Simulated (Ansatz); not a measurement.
# Phonon-limited resistivity of YAlB in the AlB2 type

Question: is the lattice of YAlB in the AlB2 type stable, and if so, what are its coupling constant and resistivity?

Program: Ansatz 0.2.0. Level of theory: DFT PBE, scalar-relativistic, plane waves, PAW. Results are calculated unless marked as measured.

This is a report of a sequence of runs, with most program output left out.

The structure was built from a prototype and need not be the compound's stable phase.

### 1. The structure

The structure is hexagonal, space group P-6m2 (No. 187). Conventional cell: a = 3.965 Å, b = 3.965 Å, c = 4.163 Å, α = 90.00°, β = 90.00°, γ = 120.00°. Nearest to Y lie 6 B at 3.09 Å and 6 Al at 3.09 Å. B has 3 Al at 2.29 Å and 6 Y at 3.09 Å nearest. Nearest to Al lie 3 B at 2.29 Å and 6 Y at 3.09 Å. Farther neighbours are not listed.

### 2. Rough relaxation

Large forces or a large pressure at the start call for a first relaxation with loose thresholds.

Contents of input.yaml:

```yaml
crystal:
  lattice:
    - [3.9651, 0.0, 0.0]
    - [-1.98255, 3.43388, 0.0]
    - [0.0, 0.0, 4.16335]
  atoms:
    - { symbol: "Y", position: [0.0, 0.0, 0.0] }
    - { symbol: B, position: [0.33333333, 0.66666667, 0.5] }
    - { symbol: Al, position: [0.66666667, 0.33333333, 0.5] }
kpoints:
  mp_grid: { grid: [6, 6, 6] }
hamiltonian:
  xc: pbe
scf:
  occupations: { method: gaussian, width: 0.1 }
output:
  forces: true
  stress: true
  eigenvalues: true
relax:
  adjacent_minimum: "off"
  f_tol: 0.05
  max_steps: 80
  cell: { stress_tol: 0.5 }
```

Started as:

```
$ ansatz run input.yaml --threads 4 --pin off --max-ram 10240MiB --backend cpu --events-out ev --progress --plain --runs-dir out
```

Run time: 3.8 s. Hardware: 4 threads of Arm Neoverse V1, shared host; peak memory 0.35 GiB; 13 s of CPU time.

Step by step:

| step | energy less that of the first step (eV) | largest force component (eV/Å) | pressure (GPa) | volume (Å³) |
| --- | --- | --- | --- | --- |
| 1 | 0.0000 | 0.0000 | -10.36 | 56.69 |
| 2 | -0.2414 | 0.0000 | 1.93 | 49.28 |
| 3 | -0.2500 | 0.0000 | -0.33 | 50.54 |
| 4 | -0.2513 | 0.0000 | -0.08 | 50.34 |
| 5* | -0.2499 | 0.0000 | -0.11 | 50.34 |

Relaxation steps marked * repeat the geometry before them on a plane-wave basis chosen anew for their cell, so energy and pressure can jump there.

Forces are held to the 12 operations that the run works with; a distortion that breaks them can't arise in this run.

```
conventional cell, symmetrised  before  after   change
                         a (Å)   3.965  3.777   -4.8 %
                         b (Å)   3.965  3.777   -4.8 %
                         c (Å)   4.163  4.076   -2.1 %
              volume (Å³/atom)   18.90  16.78  -11.2 %
```

Final coordinates:

```xyz
3
Lattice="3.7766 0.0000 0.0000 -1.8883 3.2706 0.0000 0.0000 0.0000 4.0759" Properties=species:S:1:pos:R:3 pbc="T T T"
Y     0.0000    0.0000    0.0000
B     0.0000    2.1804    2.0379
Al    1.8883    1.0902    2.0379
```

This step gave:

| Property | Result |
| --- | --- |
| pressure | -0.1124 GPa |
| volume per atom | 16.78 Å³ |
| metallic on mesh | yes |
| gap on the k-mesh | 0 eV |

The largest force is now zero by symmetry and the largest stress component 0.13 GPa.

### 3. Relaxation

Lattice constant and positions set the bands and the force constants, so the cell is relaxed first.

input.yaml, the sections that differ from step 2:

```yaml
crystal:
  lattice:
    - [3.7765549762, 0.0, 0.0]
    - [-1.8882774881, 3.2705925481, 0.0]
    - [0.0, 0.0, 4.0758526361]
  atoms:
    - { symbol: "Y", position: [0.0, 0.0, 0.0] }
    - { symbol: B, position: [0.3333333333, 0.6666666667, 0.5] }
    - { symbol: Al, position: [0.6666666667, 0.3333333333, 0.5] }
kpoints:
  mp_grid: { grid: [9, 9, 8] }
relax:
  adjacent_minimum: "off"
  f_tol: 0.005
  max_steps: 80
  cell: { stress_tol: 0.05 }
# hamiltonian, scf, output: as in step 2
```

The job ended after 5.9 s (4 threads; peak memory 0.4 GiB; 22 s of CPU time).

Little changed from the start: no atom moved by 0.005 Å and no cell edge by 0.1 %.

This step gave:

| Property | Result |
| --- | --- |
| pressure | 7.93e-4 GPa |
| volume per atom | 16.77 Å³ |

The largest force is now zero by symmetry and the largest stress component 0.0017 GPa.

### 4. Relaxing tightly for phonons

No force is left; the cell is relaxed once more with another smearing and tight thresholds.

input.yaml, the sections that differ from step 3:

```yaml
crystal:
  lattice:
    - [3.7761564804, 0.0, 0.0]
    - [-1.8880782402, 3.2702474407, 0.0]
    - [0.0, 0.0, 4.0742439516]
  atoms:
    - { symbol: "Y", position: [0.0, 0.0, 0.0] }
    - { symbol: B, position: [0.3333333333, 0.6666666667, 0.5] }
    - { symbol: Al, position: [0.6666666667, 0.3333333333, 0.5] }
scf:
  occupations: { method: methfessel_paxton, width: 0.2 }
relax:
  adjacent_minimum: "off"
  f_tol: 0.001
  max_steps: 60
  cell: { stress_tol: 0.01 }
# kpoints, hamiltonian, output: as in step 3
```

It took 5.7 s on 4 threads; peak memory 0.4 GiB; 21 s of CPU time.

Little changed from the start: no atom moved by 0.005 Å and no cell edge by 0.1 %.

This step gave:

```yaml
pressure: 5.75e-4 GPa
```

The largest force is now zero by symmetry and the largest stress component 9.2e-4 GPa, small enough for phonons.

### 5. Lattice stability: q 2×2×2, k 6×6×4

Before any scattering is computed, the phonons show whether the structure is a minimum.

Contents of input.yaml:

```yaml
crystal:
  lattice:
    - [3.7761900786, 0.0, 0.0]
    - [-1.8880950393, 3.2702765376, 0.0]
    - [0.0, 0.0, 4.0736497514]
  atoms:
    - { symbol: "Y", position: [0.0, 0.0, 0.0] }
    - { symbol: B, position: [0.3333333333, 0.6666666667, 0.5] }
    - { symbol: Al, position: [0.6666666667, 0.3333333333, 0.5] }
kpoints:
  mp_grid: { grid: [6, 6, 4] }
hamiltonian:
  xc: pbe
scf:
  occupations: { method: methfessel_paxton, width: 0.2 }
output:
  eigenvalues: true
phonons:
  method: dfpt
  qmesh: [2, 2, 2]
  temperatures: { t_max: 1000, t_step: 50 }
  qpath:
    path:
      - [[0.0, 0.0, 0.0], [0.5, 0.0, 0.0], [0.33333333, 0.33333333, 0.0], [0.0, 0.0, 0.0], [0.0, 0.0, 0.5], [0.5, 0.0, 0.5], [0.33333333, 0.33333333, 0.5], [0.0, 0.0, 0.5]]
      - [[0.5, 0.0, 0.5], [0.5, 0.0, 0.0]]
      - [[0.33333333, 0.33333333, 0.5], [0.33333333, 0.33333333, 0.0]]
    npoints: 10
```

Elapsed: 20 s, on 4 threads; peak memory 0.48 GiB.

Numbers from this step:

- zero point energy: 0.1594 eV/cell
- share of imaginary modes in the plain interpolation between solved wavevectors: 0
- highest frequency, solved or plainly interpolated: 560.5 cm⁻¹
- Debye temperature (second moment): 606 K

Solved on the 2×2×2 mesh alone; all other wavevectors are interpolated. Phonon branches along the path, in cm⁻¹:

| point | branch 1 | branch 2 | branch 3 | branch 4 | branch 5 | branch 6 | branch 7 | branch 8 | branch 9 |
| --- | --- | --- | --- | --- | --- | --- | --- | --- | --- |
| Γ | 0 | 0 | 0 | 166 | 244 | 244 | 317 | 560 | 560 |
| halfway | 88 | 105 | 130 | 198 | 252 | 296 | 308 | 553 | 557 |
| M | 113 | 150 | 155 | 231 | 269 | 294 | 368 | 544 | 544 |
| halfway | 126 | 155 | 158 | 234 | 284 | 292 | 368 | 529 | 552 |
| K | 134 | 160 | 162 | 239 | 289 | 300 | 370 | 519 | 554 |
| halfway | 104 | 118 | 138 | 206 | 259 | 305 | 309 | 548 | 557 |
| Γ | 0 | 0 | 0 | 166 | 244 | 244 | 317 | 560 | 560 |
| halfway | 89 | 89 | 113 | 203 | 228 | 228 | 288 | 555 | 555 |
| A | 144 | 144 | 179 | 199 | 199 | 235 | 242 | 549 | 549 |
| halfway | 124 | 140 | 145 | 225 | 245 | 257 | 306 | 540 | 551 |
| L | 108 | 119 | 136 | 249 | 250 | 271 | 382 | 531 | 551 |
| halfway | 97 | 101 | 139 | 255 | 269 | 285 | 373 | 524 | 555 |
| H | 80 | 96 | 141 | 261 | 266 | 321 | 361 | 517 | 558 |
| halfway | 119 | 130 | 140 | 248 | 248 | 259 | 317 | 539 | 551 |
| A | 144 | 144 | 179 | 199 | 199 | 235 | 242 | 549 | 549 |
| jump to L | 108 | 119 | 136 | 249 | 250 | 271 | 382 | 531 | 551 |
| halfway | 119 | 124 | 152 | 242 | 260 | 279 | 376 | 537 | 547 |
| M | 113 | 150 | 155 | 231 | 269 | 294 | 368 | 544 | 544 |
| jump to H | 80 | 96 | 141 | 261 | 266 | 321 | 361 | 517 | 558 |
| halfway | 123 | 135 | 137 | 250 | 276 | 312 | 365 | 518 | 556 |
| K | 134 | 160 | 162 | 239 | 289 | 300 | 370 | 519 | 554 |

Lowest modes at the softest wavevector of the mesh. The modes at q = (0.000, 0.500, 0.500) (shares of kinetic energy by element, %):

| mode | frequency (cm⁻¹) | Y % | B % | Al % |
| --- | --- | --- | --- | --- |
| 1 | 107.7 | 74 | 4 | 22 |
| 2 | 119.0 | 92 | 0 | 8 |
| 3 | 136.1 | 100 | 0 | 0 |
| 4 | 248.8 | 0 | 26 | 74 |
| 5 | 250.3 | 1 | 69 | 30 |
| 6 | 271.3 | 25 | 27 | 48 |

Displacements in mode 1 (107.7 cm⁻¹), the largest set to 1, in the home cell:
```
Y1   0.00  1.00  0.00
B2   0.00  0.00 -0.67
Al3  0.00  0.00  0.99
```

Displacements in mode 6 (271.3 cm⁻¹), the largest set to 1, in the home cell:
```
Y1   0.00  0.34  0.00
B2   0.00  0.00  1.00
Al3  0.00  0.00 -0.85
```

Among the solved wavevectors the lowest mode, translations apart, is 108 cm⁻¹, so these are real on this k mesh.

### 6. Electron–phonon run: q 2×2×2, k 6×6×4, scattering 8×8×8

A first run on coarse meshes.

input.yaml, as its differences from that of step 5:

```diff
@@ -27 +27,6 @@
     npoints: 10
+  electrical_resistivity:
+    mesh: [8, 8, 8]
+    temperatures: [20.0, 50.0, 77.0, 100.0, 150.0, 200.0, 300.0, 400.0, 600.0, 800.0]
+  superconductivity: { mesh: [8, 8, 8], eliashberg_equations: false }
+  electron_occupations: "off"
```

Run time: 37 s. Hardware: 4 threads; peak memory 0.74 GiB.

Numbers from this step:

```
resistivity at 300 K                 : 27.31 μΩ cm, mean of the axes
coupling constant λ                  : 0.3841
density of states at the Fermi level : 0.5696 states/eV a spin and cell
log mean phonon energy ħω_log        : 23.68 meV
transport coupling constant λ_tr     : 0.3983, 0.3983, 0.4552 (xx, yy, zz)
Drude plasma energy                  : 4.047, 4.047, 4.091 eV (xx, yy, zz)
resistivity times mean free path     : 16.55, 16.55, 16.1 × 10⁻¹⁶ Ω m² (xx, yy, zz)
second-moment phonon energy ħω₂      : 30.58 meV
```

The Eliashberg function α²F has structure finer than the step of the table below, so its rows give means over 2 meV, whole bins alone (the curve runs from 0.271 to 69.2 meV). Peaks (meV: height): α²F 13.3: 0.205, 16.0: 0.216, 17.1: 0.277, 30.7: 0.315, 33.4: 0.451, 66.0: 0.199, 68.7: 0.591; α²F tr 16.0: 0.270, 17.1: 0.322, 19.3: 0.249, 30.7: 0.302, 33.4: 0.438, 66.0: 0.24, 68.7: 0.632.

Eliashberg function α²F against phonon energy; means over each step:

```csv
phonon energy (meV),α²F,α²F tr
2,0,0
4,7.0e-5,3.3e-5
6,5.5e-4,3.2e-4
8,0.00237,0.00188
10,0.00965,0.0105
12,0.0841,0.0992
14,0.159,0.185
16,0.180,0.220
18,0.183,0.220
20,0.0707,0.0865
22,0.0167,0.00826
24,0.0464,0.0392
26,0.100,0.0989
28,0.169,0.168
30,0.277,0.267
32,0.230,0.228
34,0.268,0.270
36,0.132,0.148
38,0.0415,0.0456
40,0.0181,0.0181
42,0.0164,0.0147
44,0.0255,0.0227
46,0.0266,0.0248
48,2.3e-4,2.8e-4
50,0,0
52,0,0
54,0,0
56,0,0
58,0,0
60,0,0
62,0,0
64,0.0202,0.0236
66,0.158,0.184
68,0.282,0.295
```

By its own test the run is not converged in the mesh. λ = 0.384 and 27.3 μΩ cm at 300 K. The run's own test puts 47 % between its two finest meshes on the component of the resistivity at 300 K that moves most, so it is not converged.

### 7. Resistivity: q 3×3×2, k 6×6×6, scattering 12×12×8

The next rung changes the q mesh, which sets the reach of the force constants and couplings; the k mesh of the density and its response; the scattering mesh, which samples the Fermi surface; the phonon self-energy between the q points, now taken in.

input.yaml, the sections that differ from step 6:

```yaml
kpoints:
  mp_grid: { grid: [6, 6, 6] }
phonons:
  method: dfpt
  qmesh: [3, 3, 2]
  temperatures: { t_max: 1000, t_step: 50 }
  qpath:
    path:
      - [[0.0, 0.0, 0.0], [0.5, 0.0, 0.0], [0.33333333, 0.33333333, 0.0], [0.0, 0.0, 0.0], [0.0, 0.0, 0.5], [0.5, 0.0, 0.5], [0.33333333, 0.33333333, 0.5], [0.0, 0.0, 0.5]]
      - [[0.5, 0.0, 0.5], [0.5, 0.0, 0.0]]
      - [[0.33333333, 0.33333333, 0.5], [0.33333333, 0.33333333, 0.0]]
    npoints: 10
  electrical_resistivity:
    mesh: [12, 12, 8]
    temperatures: [20.0, 50.0, 77.0, 100.0, 150.0, 200.0, 300.0, 400.0, 600.0, 800.0]
  superconductivity: { mesh: [12, 12, 8] }
# crystal, hamiltonian, scf, output: as in step 6
```

The job ended after 3.5 min (4 threads; peak memory 2.6 GiB).

Numbers from this step:

```
zero point energy                                 : 0.1626 eV/cell
highest frequency, solved or plainly interpolated : 585 cm⁻¹
Debye temperature (second moment)                 : 617 K
resistivity at 300 K                              : 26.86 μΩ cm, mean of the axes
coupling constant λ                               : 0.4338
density of states at the Fermi level              : 0.5925 states/eV a spin and cell
log mean phonon energy ħω_log                     : 23.37 meV
transport coupling constant λ_tr                  : 0.4334, 0.4334, 0.5122 (xx, yy, zz)
Drude plasma energy                               : 4.548, 4.548, 3.963 eV (xx, yy, zz)
resistivity times mean free path                  : 13.65, 13.65, 17.73 × 10⁻¹⁶ Ω m² (xx, yy, zz)
second-moment phonon energy ħω₂                   : 30.29 meV
```

By its own test the run is not converged in the mesh. λ = 0.434 and 26.9 μΩ cm at 300 K, against 0.384 and 27.3 in the run with q 2×2×2, k 6×6×4, scattering 8×8×8 (+12.9 % and -1.6 %). The run's own test puts 41 % between its two finest meshes on the component of the resistivity at 300 K that moves most, more than that change. By the run's own test λ moves by 15 % between its two finest scattering meshes.

### 8. Resistivity: scattering mesh 18×18×12

The next rung changes the scattering mesh, which samples the Fermi surface.

input.yaml, as its differences from that of step 7:

```diff
@@ -28,4 +28,4 @@
   electrical_resistivity:
-    mesh: [12, 12, 8]
+    mesh: [18, 18, 12]
     temperatures: [20.0, 50.0, 77.0, 100.0, 150.0, 200.0, 300.0, 400.0, 600.0, 800.0]
-  superconductivity: { mesh: [12, 12, 8] }
+  superconductivity: { mesh: [18, 18, 12] }
```

Elapsed: 4.1 min, on 4 threads; peak memory 2.6 GiB; 16 min of CPU time.

This step gave:

```
resistivity at 300 K                 : 25.43 μΩ cm, mean of the axes
coupling constant λ                  : 0.4505
density of states at the Fermi level : 0.6124 states/eV a spin and cell
log mean phonon energy ħω_log        : 23.36 meV
transport coupling constant λ_tr     : 0.4431, 0.4431, 0.5555 (xx, yy, zz)
Drude plasma energy                  : 4.589, 4.589, 4.465 eV (xx, yy, zz)
resistivity times mean free path     : 13.45, 13.45, 14.49 × 10⁻¹⁶ Ω m² (xx, yy, zz)
second-moment phonon energy ħω₂      : 30.30 meV
```

By its own test the run is not converged in the mesh. λ = 0.451 and 25.4 μΩ cm at 300 K, against 0.434 and 26.9 in the run with q 3×3×2, k 6×6×6, scattering 12×12×8 (+3.8 % and -5.3 %). The run's own test puts 17 % between its two finest meshes on the component of the resistivity at 300 K that moves most, more than that change.

### 9. Electron–phonon run: q 3×3×2, k 9×9×8, scattering 12×12×12

The next rung changes the k mesh of the density and its response; the scattering mesh, which samples the Fermi surface.

input.yaml, as its differences from that of step 8:

```diff
@@ -10,3 +10,3 @@
 kpoints:
-  mp_grid: { grid: [6, 6, 6] }
+  mp_grid: { grid: [9, 9, 8] }
 hamiltonian:
@@ -28,4 +28,4 @@
   electrical_resistivity:
-    mesh: [18, 18, 12]
+    mesh: [12, 12, 12]
     temperatures: [20.0, 50.0, 77.0, 100.0, 150.0, 200.0, 300.0, 400.0, 600.0, 800.0]
-  superconductivity: { mesh: [18, 18, 12] }
+  superconductivity: { mesh: [12, 12, 12] }
```

It took 4.9 min on 4 threads; peak memory 2.6 GiB.

This step gave:

- zero point energy: 0.1624 eV/cell
- highest frequency, solved or plainly interpolated: 586.4 cm⁻¹
- Debye temperature (second moment): 618 K
- resistivity at 300 K: 25.7 μΩ cm, mean of the axes
- coupling constant λ: 0.4503
- density of states at the Fermi level: 0.6163 states/eV a spin and cell
- log mean phonon energy ħω_log: 23.38 meV
- transport coupling constant λ_tr: 0.446, 0.446, 0.5538 (xx, yy, zz)
- Drude plasma energy: 4.516, 4.516, 4.447 eV (xx, yy, zz)
- resistivity times mean free path: 13.97, 13.97, 14.32 × 10⁻¹⁶ Ω m² (xx, yy, zz)
- second-moment phonon energy ħω₂: 30.32 meV

Some states were left unconverged by the eigensolver. By its own test the run is not converged in the mesh. λ = 0.450 and 25.7 μΩ cm at 300 K, against 0.434 and 26.9 in the run with q 3×3×2, k 6×6×6, scattering 12×12×8 (+3.8 % and -4.3 %). The run's own test puts 53 % between its two finest meshes on the component of the resistivity at 300 K that moves most, more than that change. By the run's own test λ moves by 10 % between its two finest scattering meshes.

(Continued in part 2 of 2.)

[Logs are printed without paths, hosts, clocks, repeated set-up lines and the standing remarks that a program may print on its own settings, such as how far it seeks lower states.]

[Hosts, paths, dates, database ids (printed as entryN), source tags and the programs' standing remarks are cut or masked in the printed files.]
